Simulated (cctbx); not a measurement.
**Symmetry from intensities**

Cell: a = 3.7900 Å, b = 3.7900 Å, c = 11.7680 Å, α = 90.00°, β = 90.00°, γ = 90.00°. Expected content of the cell: Tm4 O8 Be2.

Simulated single-crystal data (cctbx): Mo Kα, λ = 0.71073 Å, to d = 0.8 Å, 70 % of the full sphere, strongest reflection 20000 counts, noise from counting, a 3 % proportional error and a noise floor of 8 counts (s.d.); no absorption.

A first pass over the reflections prints:

```text
976 reflections to d = 0.802 A
centring   violations  <I/sigma> of those
    A        256 of   484     13.6
    B        258 of   491     13.4
    C        252 of   481     13.5
    I          0 of   459      0.0
    R        343 of   654     13.4
    F        383 of   728     13.5
Laue class    unique    Rint  (classes that these axes allow; Friedel mates merged)
I 1 2/m 1         196   0.021
I 1 1 2/m         185   0.021
I 2/m 1 1         197   0.020
I m m m           119   0.022
I 4/m              96   0.024
I 4/m m m          72   0.024
space group    extra absences  I>4sigma  <I/sigma>
I 4 2 2                 0          0         -  acentric
I 4 m m                 0          0         -  acentric
I -4 m 2                0          0         -  acentric
I -4 2 m                0          0         -  acentric
I 4/m m m               0          0         -  centric
Wilson B = 0.39 A^2   <|E^2-1|> = 0.581 (0.968 centric, 0.736 acentric)   E^2>4: 0.0 %
shell (A)         n   <I/sigma>
 3.61 - 1.43     16     61.4
 1.43 - 1.15     14     62.8
 1.15 - 1.01     10     80.5
 1.01 - 0.92      8     40.7
 0.92 - 0.85     14     60.6
 0.85 - 0.80     10     61.7
```

**Question.** What are the lattice type, the Laue class and the likely space group?

The reflections that I centring forbids are absent (⟨I/σ⟩ near 0), so the lattice is I.

Rint stays low (0.020 to 0.024) up to I 4/m m m, the highest class in these axes.

5 settings pass the absence test. No glide or screw absences show, which leaves I 4 2 2, I 4 m m, I -4 m 2, I -4 2 m and I 4/m m m.

⟨|E²−1|⟩ = 0.581 leans to a non-centrosymmetric structure, or to twinning, which lowers it. Here that hint misleads: the statistic assumes many like atoms on general positions, and few, heavy or special-position atoms break it. The Wilson B of 0.39 Å² means U ≈ 0.0049 Å².

The true group is I4/mmm (no. 139), Laue class 4/mmm, centrosymmetric. The tables only narrow the choice to the tied entries; cell content, site symmetry and trial solutions must settle it.

This is a model crystal, built by substitution and not relaxed, with assumed displacement parameters.

[Logs are printed without paths, hosts, clocks, repeated set-up lines and the standing remarks that a program may print on its own settings, such as how far it seeks lower states.]
